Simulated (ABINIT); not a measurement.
# A GW chain in ABINIT: SnSe2 (P-3m1), part 2 of 3

Aim: the G0W0 gap of SnSe2 (P-3m1) on LDA, step by step.

ABINIT 10.8.3; LDA and many-body steps on it, plane waves. Known limits of the many-body steps: not at the basis limit; mesh may overstate the screening; no spin-orbit coupling; coarse k mesh.

So far. Step 2 (Ground state): The gap is indirect, with the least direct gap 0.19 eV higher.

**3. Bands along the symmetry lines**

Level of this step: DFT, LDA, plane waves, norm-conserving pseudopotentials (ABINIT).

Levels along a band path, at the cheap level, show where the edges lie and whether the meshes to come will hold them.

File run.abi:

```
acell 3*1.0 Angstrom
rprim 
  3.810999999987 0.000000000003 0.000000000000
  -1.905499999996 3.300422813810 0.000000000000
  0.000000000000 0.000000000000 6.136000000000
ntypat 2
znucl 50 34
natom 3
typat 1 2 2
xred 
  0.000000000000 0.000000000000 0.000000000000
  0.333333333333 0.666666666667 0.249000000000
  0.666666666667 0.333333333333 0.751000000000
pp_dirpath "pseudos"
pseudos "Sn.upf, Se.upf"
ecut 48
iscf -2
irdden 1
kptopt 0
nkpt 39
kpt 
  0.00000000 0.00000000 0.00000000
  0.12500000 0.00000000 0.00000000
  0.25000000 0.00000000 0.00000000
  0.37500000 0.00000000 0.00000000
  0.50000000 0.00000000 0.00000000
  0.45833333 0.08333333 0.00000000
  0.41666666 0.16666666 0.00000000
  0.37500000 0.25000000 0.00000000
  0.33333333 0.33333333 0.00000000
  0.25000000 0.25000000 0.00000000
  0.16666666 0.16666666 0.00000000
  0.08333333 0.08333333 0.00000000
  0.00000000 0.00000000 0.00000000
  0.00000000 0.00000000 0.12500000
  0.00000000 0.00000000 0.25000000
  0.00000000 0.00000000 0.37500000
  0.00000000 0.00000000 0.50000000
  0.12500000 0.00000000 0.50000000
  0.25000000 0.00000000 0.50000000
  0.37500000 0.00000000 0.50000000
  0.50000000 0.00000000 0.50000000
  0.45833333 0.08333333 0.50000000
  0.41666666 0.16666666 0.50000000
  0.37500000 0.25000000 0.50000000
  0.33333333 0.33333333 0.50000000
  0.25000000 0.25000000 0.50000000
  0.16666666 0.16666666 0.50000000
  0.08333333 0.08333333 0.50000000
  0.00000000 0.00000000 0.50000000
  0.50000000 0.00000000 0.50000000
  0.50000000 0.00000000 0.37500000
  0.50000000 0.00000000 0.25000000
  0.50000000 0.00000000 0.12500000
  0.50000000 -0.00000000 0.00000000
  0.33333333 0.33333333 0.50000000
  0.33333333 0.33333333 0.37500000
  0.33333333 0.33333333 0.25000000
  0.33333333 0.33333333 0.12500000
  0.33333333 0.33333333 0.00000000
istwfk *1
nband 45
nbdbuf 5
tolwfr 1e-07
nstep 50
prtwf 0
prtvol 0
indata_prefix "in"
outdata_prefix "out"
tmpdata_prefix "tmp"
```

Launch:

```sh
$ OMP_NUM_THREADS=1 mpirun -n 4 abinit run.abi > log
```

Numbers of over 12 decimals in the logs are rounded to 6 here.

What it wrote:

```text
.Version 10.8.3 of ABINIT. v10.8.2 released Aug 2026.

 Symmetries : space group P-3 m 1 (#164); Bravais hP (primitive hexag.)
[... echo of the input left out ...]
== DATASET  1 ==================================================================
-   mpi_nproc: 4, omp_nthreads: 1 (-1 if OMP is not activated)

--- !DatasetInfo
iteration_state: {dtset: 1, }
dimensions: {natom: 3, nkpt: 39, mband: 45, nsppol: 1, nspinor: 1, nspden: 1, mpw: 8310, }
cutoff_energies: {ecut:  48.0, pawecutdg:  -1.0, }
electrons: {nelect:   7.00000000E+01, charge:   0.00000000E+00, occopt:   1.00000000E+00, tsmear:   1.00000000E-02, }

 Real(R)+Recip(G) space primitive vectors, cartesian coordinates (Bohr,Bohr^-1):
 R(1)=  7.2017463  0.0000000  0.0000000  G(1)=  0.1388552  0.0801681  0.0000000
 R(2)= -3.6008731  6.2368952  0.0000000  G(2)=  0.0000000  0.1603362  0.0000000
 R(3)=  0.0000000  0.0000000 11.5953595  G(3)=  0.0000000  0.0000000  0.0862414
 Unit cell volume ucvol=  5.2082339E+02 bohr^3
 Angles (23,13,12)=  9.00000000E+01  9.00000000E+01  1.20000000E+02 degrees

 getcut: wavevector=  0.0000  0.0000  0.0000  ngfft=  48  48  75
         ecut(hartree)=     48.000   => boxcut(ratio)=   2.04626

--- Pseudopotential description ------------------------------------------------
- Sn Generated using ONCVPSP code by D. R. Hamann
- 50.00000  22.00000  180309                  znucl, zion, pspdat
12 -1012 2 -1 1608                            pspcod,pspxc,lmax,lloc,mmax
     nproj     2     2     2
  pspatm : epsatm=   27.51067946
         --- l  ekb(1:nproj) -->
             0    9.730369   -0.593632
             1    3.965824   -0.290188
             2   -2.469055   -0.630375
 pspatm: atomic psp has been read  and splines computed

- Se Generated using ONCVPSP code by D. R. Hamann
- 34.00000  24.00000  180309                  znucl, zion, pspdat
12 -1012 2 -1 1198                            pspcod,pspxc,lmax,lloc,mmax
     nproj     2     2     2
  pspatm : epsatm=   25.89836092
         --- l  ekb(1:nproj) -->
[...]
pspatm: atomic psp has been read  and splines computed

--------------------------------------------------------------------------------

================================================================================
 prteigrs : about to open file out_EIG
 Non-SCF case, kpt    1 (  0.00000  0.00000  0.00000), residuals and eigenvalues=
  3.98E-08  9.69E-08  8.60E-09  7.27E-08  1.07E-08  2.15E-08  5.99E-08  2.44E-08
  3.63E-08  1.69E-08  6.84E-08  3.43E-08  2.89E-08  6.65E-08  2.06E-08  5.44E-08
  1.71E-08  6.00E-08  2.75E-08  8.52E-08  5.44E-08  5.55E-08  2.78E-08  4.59E-08
[...]
5.13E-08  4.60E-08  1.02E-06  5.46E-06  3.09E-05
 -7.3834E+00 -7.3834E+00 -5.1806E+00 -5.1806E+00 -5.1806E+00 -5.1806E+00
 -5.1789E+00 -5.1789E+00 -4.5393E+00 -2.9192E+00 -2.9192E+00 -2.9191E+00
[...]
3.59E-08  1.46E-07  5.17E-07  3.03E-06  1.60E-04
[...]
Non-SCF case, kpt   38 (  0.33333  0.33333  0.12500), residuals and eigenvalues=
[...]
Non-SCF case, kpt   39 (  0.33333  0.33333  0.00000), residuals and eigenvalues=
[...]
5.7188E-02  5.7188E-02  7.0537E-02  1.3742E-01  1.3742E-01  2.4165E-01
  4.3529E-01  4.3529E-01  4.5586E-01  4.6222E-01  5.0051E-01  5.0051E-01
[...]
--- !ResultsGS
iteration_state: {dtset: 1, }
comment   : Summary of ground state results
lattice_vectors:
- [  7.2017463,   0.0000000,   0.0000000, ]
- [ -3.6008731,   6.2368952,   0.0000000, ]
- [  0.0000000,   0.0000000,  11.5953595, ]
lattice_lengths: [   7.20175,    7.20175,   11.59536, ]
lattice_angles: [ 90.000,  90.000, 120.000, ] # degrees, (23, 13, 12)
lattice_volume:   5.2082339E+02
convergence: {deltae:  0.000E+00, res2:  0.000E+00, residm:  9.963E-08, diffor:  0.000E+00, }
etotal    :  -9.04485106E+02
entropy   :   0.00000000E+00
fermie    :   1.94218812E-01
cartesian_stress_tensor: null
pressure_GPa: null
xred      :
- [  0.0000E+00,   0.0000E+00,   0.0000E+00, Sn]
- [  3.3333E-01,   6.6667E-01,   2.4900E-01, Se]
- [  6.6667E-01,   3.3333E-01,   7.5100E-01, Se]
cartesian_forces: null
force_length_stats: {min: null, max: null, mean: null, }

 Integrated electronic density in atomic spheres:
 ------------------------------------------------
 Atom  Sphere_radius  Integrated_density
[...]
================================================================================

 ----iterations are completed or convergence reached----

 Mean square residual over all n,k,spin=   44.754E-09; max=  99.631E-09
 reduced coordinates (array xred) for    3 atoms
[...]
0.333333333333      0.666666666667      0.249000000000
       0.666666666667      0.333333333333      0.751000000000

 cartesian coordinates (angstrom) at end:
    1      0.000000     0.000000     0.000000
    2     -1.67e-12     2.200282     1.527864
    3      1.905500     1.100141     4.608136
 length scales=  1.889726125908  1.889726125908  1.889726125908 bohr
              =  1.000000000000  1.000000000000  1.000000000000 angstroms
 prteigrs : about to open file out_EIG
 Eigenvalues (hartree) for nkpt=  39  k points:
 kpt#   1, nband= 45, wtk=  1.00000, kpt=  0.0000  0.0000  0.0000 (reduced coord)
[...]
kpt#   2, nband= 45, wtk=  1.00000, kpt=  0.1250  0.0000  0.0000 (reduced coord)
[...]
kpt#   3, nband= 45, wtk=  1.00000, kpt=  0.2500  0.0000  0.0000 (reduced coord)
[...]
kpt#  38, nband= 45, wtk=  1.00000, kpt=  0.3333  0.3333  0.1250 (reduced coord)
[...]
0.50639    0.50639    0.60466    0.60466    0.61820
 kpt#  39, nband= 45, wtk=  1.00000, kpt=  0.3333  0.3333  0.0000 (reduced coord)
[...]
-0.58163   -0.58163   -0.58102   -0.24402   -0.24402   -0.08524    0.05719    0.05719
   0.07054    0.13742    0.13742    0.24165    0.43529    0.43529    0.45586    0.46222
   0.50051    0.50051    0.60168    0.60168    0.65767

== END DATASET(S) ==============================================================
================================================================================

 -outvars: echo values of variables after computation  --------
            nband          45
             nkpt          39
          spgroup         164
 [... the other variables as echoed above ...]

 Calculation completed.
```

It took 53 s on 4 MPI ranks of Arm Neoverse V2, shared host; peak memory 0.53 GiB; 3.5 min of CPU time.

Numbers from this step:

```yaml
gap: 0.6030 eV
k_of_the_valence_top: 0.0833, 0.0833, 0
k_of_the_conduction_bottom: 0.5, 0, 0.375
least_direct_gap: 0.8757 eV
```

The gap is 0.603 eV, −0.082 eV from the run before at this level.

The electronic bands at the labelled points (eV, zero at the top of the highest filled band):

| point | band 32 | band 33 | band 34 | band 35 | band 36 | band 37 | band 38 | band 39 |
| --- | --- | --- | --- | --- | --- | --- | --- | --- |
| Γ | -0.75 | -0.43 | -0.43 | -0.05 | 0.82 | 2.76 | 4.50 | 4.50 |
| halfway | -2.43 | -2.05 | -0.26 | -0.17 | 1.84 | 3.74 | 5.27 | 5.54 |
| M | -2.99 | -2.74 | -1.29 | -0.34 | 1.01 | 3.60 | 5.29 | 5.34 |
| halfway | -3.38 | -2.94 | -1.34 | -1.30 | 1.39 | 5.13 | 5.16 | 6.35 |
| K | -3.78 | -3.42 | -1.60 | -1.60 | 1.24 | 6.51 | 6.51 | 7.07 |
| halfway | -3.49 | -1.48 | -1.33 | -0.19 | 2.06 | 4.81 | 4.95 | 5.56 |
| Γ | -0.75 | -0.43 | -0.43 | -0.05 | 0.82 | 2.76 | 4.50 | 4.50 |
| halfway | -0.80 | -0.80 | -0.34 | -0.34 | 1.74 | 2.76 | 4.36 | 4.36 |
| A | -0.84 | -0.84 | -0.27 | -0.27 | 2.27 | 2.71 | 4.22 | 4.22 |
| halfway | -1.90 | -1.82 | -1.49 | -0.46 | 1.54 | 4.32 | 5.55 | 5.67 |
| L | -2.57 | -2.06 | -0.91 | -0.74 | 0.70 | 4.08 | 4.67 | 5.75 |
| halfway | -3.65 | -2.83 | -0.66 | -0.46 | 1.61 | 4.50 | 5.16 | 5.50 |
| H | -4.29 | -3.80 | -0.41 | -0.41 | 2.39 | 4.56 | 4.56 | 6.05 |
| halfway | -2.85 | -1.96 | -0.99 | -0.87 | 2.09 | 4.38 | 5.71 | 5.79 |
| A | -0.84 | -0.84 | -0.27 | -0.27 | 2.27 | 2.71 | 4.22 | 4.22 |
| jump to L | -2.57 | -2.06 | -0.91 | -0.74 | 0.70 | 4.08 | 4.67 | 5.75 |
| halfway | -2.66 | -2.61 | -0.87 | -0.54 | 0.63 | 3.83 | 5.50 | 5.75 |
| M | -2.99 | -2.74 | -1.29 | -0.34 | 1.01 | 3.60 | 5.29 | 5.34 |
| jump to H | -4.29 | -3.80 | -0.41 | -0.41 | 2.39 | 4.56 | 4.56 | 6.05 |
| halfway | -4.07 | -3.62 | -1.01 | -1.01 | 1.77 | 5.44 | 5.44 | 6.58 |
| K | -3.78 | -3.42 | -1.60 | -1.60 | 1.24 | 6.51 | 6.51 | 7.07 |

**4. Empty states on the mesh, 3×3×2 mesh, 154 bands**

The sums over transitions need many empty states on a uniform mesh; this step solves for them.

File run.abi:

```
acell 3*1.0 Angstrom
rprim 
  3.810999999987 0.000000000003 0.000000000000
  -1.905499999996 3.300422813810 0.000000000000
  0.000000000000 0.000000000000 6.136000000000
ntypat 2
znucl 50 34
natom 3
typat 1 2 2
xred 
  0.000000000000 0.000000000000 0.000000000000
  0.333333333333 0.666666666667 0.249000000000
  0.666666666667 0.333333333333 0.751000000000
pp_dirpath "pseudos"
pseudos "Sn.upf, Se.upf"
ecut 48
ngkpt 3 3 2
nshiftk 1
shiftk 0 0 0
kptopt 1
chksymbreak 0
iscf -2
irdden 1
istwfk *1
nband 154
nbdbuf 14
tolwfr 1e-09
nstep 60
prtvol 0
indata_prefix "in"
outdata_prefix "out"
tmpdata_prefix "tmp"
```

What it wrote:

```text
.Version 10.8.3 of ABINIT. v10.8.2 released Aug 2026.

 Symmetries : space group P-3 m 1 (#164); Bravais hP (primitive hexag.)
[... echo of the input left out ...]
== DATASET  1 ==================================================================
-   mpi_nproc: 4, omp_nthreads: 1 (-1 if OMP is not activated)

--- !DatasetInfo
iteration_state: {dtset: 1, }
dimensions: {natom: 3, nkpt: 6, mband: 154, nsppol: 1, nspinor: 1, nspden: 1, mpw: 8305, }
cutoff_energies: {ecut:  48.0, pawecutdg:  -1.0, }
electrons: {nelect:   7.00000000E+01, charge:   0.00000000E+00, occopt:   1.00000000E+00, tsmear:   1.00000000E-02, }

 Real(R)+Recip(G) space primitive vectors, cartesian coordinates (Bohr,Bohr^-1):
 R(1)=  7.2017463  0.0000000  0.0000000  G(1)=  0.1388552  0.0801681  0.0000000
 R(2)= -3.6008731  6.2368952  0.0000000  G(2)=  0.0000000  0.1603362  0.0000000
 R(3)=  0.0000000  0.0000000 11.5953595  G(3)=  0.0000000  0.0000000  0.0862414
 Unit cell volume ucvol=  5.2082339E+02 bohr^3
 Angles (23,13,12)=  9.00000000E+01  9.00000000E+01  1.20000000E+02 degrees

 getcut: wavevector=  0.0000  0.0000  0.0000  ngfft=  48  48  75
         ecut(hartree)=     48.000   => boxcut(ratio)=   2.04626

--- Pseudopotential description ------------------------------------------------
- Sn Generated using ONCVPSP code by D. R. Hamann
- 50.00000  22.00000  180309                  znucl, zion, pspdat
12 -1012 2 -1 1608                            pspcod,pspxc,lmax,lloc,mmax
     nproj     2     2     2
  pspatm : epsatm=   27.51067946
         --- l  ekb(1:nproj) -->
             0    9.730369   -0.593632
             1    3.965824   -0.290188
             2   -2.469055   -0.630375
 pspatm: atomic psp has been read  and splines computed

- Se Generated using ONCVPSP code by D. R. Hamann
- 34.00000  24.00000  180309                  znucl, zion, pspdat
12 -1012 2 -1 1198                            pspcod,pspxc,lmax,lloc,mmax
     nproj     2     2     2
  pspatm : epsatm=   25.89836092
         --- l  ekb(1:nproj) -->
[...]
pspatm: atomic psp has been read  and splines computed

--------------------------------------------------------------------------------

================================================================================
 prteigrs : about to open file out_EIG
 Non-SCF case, kpt    1 (  0.00000  0.00000  0.00000), residuals and eigenvalues=
  9.62E-10  7.07E-10  2.74E-10  1.83E-10  1.63E-10  2.06E-10  1.36E-10  1.29E-10
  2.37E-10  5.22E-10  4.03E-10  6.88E-10  6.45E-11  2.25E-10  6.08E-11  1.01E-10
  8.18E-11  7.40E-11  9.33E-11  1.62E-10  7.04E-11  1.10E-10  1.34E-10  1.96E-10
[...]
1.28E-04  6.03E-04
 -7.3834E+00 -7.3834E+00 -5.1806E+00 -5.1806E+00 -5.1806E+00 -5.1806E+00
 -5.1789E+00 -5.1789E+00 -4.5393E+00 -2.9192E+00 -2.9192E+00 -2.9191E+00
 -1.5323E+00 -1.5323E+00 -1.5323E+00 -1.5323E+00 -1.5308E+00 -1.5308E+00
[...]
2.4837E+00  2.5549E+00  2.5549E+00  2.5716E+00  2.5836E+00  2.6129E+00
  2.6129E+00  2.6225E+00  2.6225E+00  2.6345E+00  2.6442E+00  2.6442E+00
  2.6712E+00  2.6774E+00  2.7120E+00  2.7598E+00
 prteigrs : prtvol=0 or 1, do not print more k-points.

--- !ResultsGS
iteration_state: {dtset: 1, }
comment   : Summary of ground state results
lattice_vectors:
- [  7.2017463,   0.0000000,   0.0000000, ]
- [ -3.6008731,   6.2368952,   0.0000000, ]
- [  0.0000000,   0.0000000,  11.5953595, ]
lattice_lengths: [   7.20175,    7.20175,   11.59536, ]
lattice_angles: [ 90.000,  90.000, 120.000, ] # degrees, (23, 13, 12)
lattice_volume:   5.2082339E+02
convergence: {deltae:  0.000E+00, res2:  0.000E+00, residm:  9.963E-10, diffor:  0.000E+00, }
etotal    :  -9.04485106E+02
entropy   :   0.00000000E+00
fermie    :   1.94218812E-01
cartesian_stress_tensor: null
pressure_GPa: null
xred      :
- [  0.0000E+00,   0.0000E+00,   0.0000E+00, Sn]
- [  3.3333E-01,   6.6667E-01,   2.4900E-01, Se]
- [  6.6667E-01,   3.3333E-01,   7.5100E-01, Se]
cartesian_forces: null
force_length_stats: {min: null, max: null, mean: null, }

 Integrated electronic density in atomic spheres:
 ------------------------------------------------
 Atom  Sphere_radius  Integrated_density
[...]
================================================================================

 ----iterations are completed or convergence reached----

 Mean square residual over all n,k,spin=   36.273E-11; max=  99.629E-11
 reduced coordinates (array xred) for    3 atoms
[...]
0.333333333333      0.666666666667      0.249000000000
       0.666666666667      0.333333333333      0.751000000000

 cartesian coordinates (angstrom) at end:
    1      0.000000     0.000000     0.000000
    2     -1.67e-12     2.200282     1.527864
    3      1.905500     1.100141     4.608136
 length scales=  1.889726125908  1.889726125908  1.889726125908 bohr
              =  1.000000000000  1.000000000000  1.000000000000 angstroms
 prteigrs : about to open file out_EIG
 Eigenvalues (hartree) for nkpt=   6  k points:
 kpt#   1, nband=154, wtk=  0.05556, kpt=  0.0000  0.0000  0.0000 (reduced coord)
[...]
2.47497    2.48370    2.48370    2.55493    2.55493    2.57158    2.58365    2.61286
   2.61286    2.62247    2.62247    2.63451    2.64420    2.64420    2.67117    2.67742
   2.71202    2.75977
 prteigrs : prtvol=0 or 1, do not print more k-points.

== END DATASET(S) ==============================================================
================================================================================

 -outvars: echo values of variables after computation  --------
            nband         154
             nkpt           6
          spgroup         164
 [... the other variables as echoed above ...]

 Calculation completed.
```

Wall time 68 s (4 MPI ranks); peak memory 0.45 GiB; 4.5 min of CPU time.

This step gave:

- gap: 0.8757 eV
- k of the valence top: 0, 0, 0
- k of the conduction bottom: 0, 0, 0
- least direct gap: 0.8757 eV
- k points computed: 6
- lowest point of the top converged band, above the valence top: 60.4030 eV

On this mesh the gap is 0.876 eV. The earlier step found 0.685 eV, so this mesh misses an edge.

**5. Screening, 3×3×2 mesh, 140 bands, screening to 106.1 eV**

The RPA dielectric matrix is built and inverted for each q.

This step: RPA screening on LDA, plane waves, norm-conserving pseudopotentials.

Edit run.abi of step 4 so:

```diff
@@ -21,10 +21,11 @@
 chksymbreak 0
-iscf -2
-irdden 1
 istwfk *1
-nband 154
-nbdbuf 14
-tolwfr 1e-09
-nstep 60
-prtvol 0
+occopt 1
+irdwfk 1
+optdriver 3
+nband 140
+ecuteps 3.9
+inclvkb 2
+awtr 1
+symchi 1
 indata_prefix "in"
```

What it wrote:

```text
.Version 10.8.3 of ABINIT. v10.8.2 released Aug 2026.

 Symmetries : space group P-3 m 1 (#164); Bravais hP (primitive hexag.)
[... echo of the input left out ...]
== DATASET  1 ==================================================================
-   mpi_nproc: 4, omp_nthreads: 1 (-1 if OMP is not activated)

--- !DatasetInfo
iteration_state: {dtset: 1, }
dimensions: {natom: 3, nkpt: 6, mband: 140, nsppol: 1, nspinor: 1, nspden: 1, mpw: 8305, }
cutoff_energies: {ecut:  48.0, pawecutdg:  -1.0, }
electrons: {nelect:   7.00000000E+01, charge:   0.00000000E+00, occopt:   1.00000000E+00, tsmear:   1.00000000E-02, }

 SCREENING: Calculation of the susceptibility and dielectric matrices

 Based on a program developped by R.W. Godby, V. Olevano, G. Onida, and L. Reining.
 Incorporated in ABINIT by V. Olevano, G.-M. Rignanese, and M. Torrent.
.Using double precision arithmetic ; gwpc =  8

[... cell and pseudopotentials left out ...]
--------------------------------------------------------------------------------

 ==== K-mesh for the wavefunctions ====
 Number of points in the irreducible wedge :     6
[... list of points left out ...]
 Together with 12 symmetry operations and time-reversal symmetry
 yields    18 points in the full Brillouin Zone.

 ==== Q-mesh for the screening function ====
 Number of points in the irreducible wedge :     6
[... list of points left out ...]
 Together with 12 symmetry operations and time-reversal symmetry
 yields    18 points in the full Brillouin Zone.

 setmesh: FFT mesh size selected  =    25x   25x   48
          total number of points  =        30000

 vcoul_init : cutoff-mode = AUXILIARY_FUNCTION
 q-points for optical limit:   1
     1)      0.000010    0.000020    0.000030

- screening: taking advantage of time-reversal symmetry
- Maximum band index for partially occupied states nbvw = 35
- Remaining bands to be divided among processors   nbcw = 105
- Number of bands treated by each node ~26

 Number of electrons calculated from density =   70.0000; Expected =   70.0000
 average of density, n =  0.134403
 r_s =    1.2111
 omega_plasma =   35.3638 [eV]

 calculating chi0 at frequencies [eV] :
  1    0.000000E+00    0.000000E+00
  2    0.000000E+00    3.536384E+01

--------------------------------------------------------------------------------
  q-point number  1        q = ( 0.000000, 0.000000, 0.000000) [r.l.u.]
--------------------------------------------------------------------------------
[... chi0 elements left out ...]
 For q-point:  0.000010 0.000020 0.000030
  dielectric constant =  25.7477
  dielectric constant without local fields =  29.2126

  Average fulfillment of the sum rule on Im[epsilon] for q-point    1 :     38.23  [%]
[... wings left out ...]
  q-point number  2        q = ( 0.333333, 0.000000, 0.000000) [r.l.u.]
--------------------------------------------------------------------------------
[... chi0 elements left out ...]
  Average fulfillment of the sum rule on Im[epsilon] for q-point    2 :     41.03  [%]

 [... 4 further q-points ...]
```

Run time: 45 s. Hardware: 4 MPI ranks; peak memory 1.3 GiB.

Numbers from this step:

```yaml
eps_infinity_with_local_fields_on_this_mesh_along_the_program_s_q_direction: 25.75
the_same_without_local_fields: 29.21
plasma_frequency: 35.36 eV
plane_waves_in_the_screening_matrix: 197
```

Local fields lower ε∞ by 12 %. On a Γ-centred mesh this coarse the value itself is usually too large, while a short band sum pulls it down.

(Continued in part 3 of 3.)

[Paths, hosts, dates, memory and timing lines, banners, echoed tables and standing remarks are left out of the program output.]

[Logs are printed without paths, hosts, clocks, repeated set-up lines and the standing remarks that a program may print on its own settings, such as how far it seeks lower states.]

[Runs of the session that timed out or met a known fault of the program may be left out.]

[No measured gap is set beside runs whose start may be inverted or whose files or cutoffs have a known fault.]

[Hosts, paths, dates, database ids (printed as entryN), source tags and the programs' standing remarks are cut or masked in the printed files.]

[G0W0 gaps are taken among the corrected bands and points alone; a level outside them can change the order at an edge.]

[Where Ansatz stands beside ABINIT at settings called matched, ABINIT's density can come from a denser mesh and the files from another edition; pairs whose starting gaps differed by over 0.03 eV were left out, so agreement reads better than it is.]
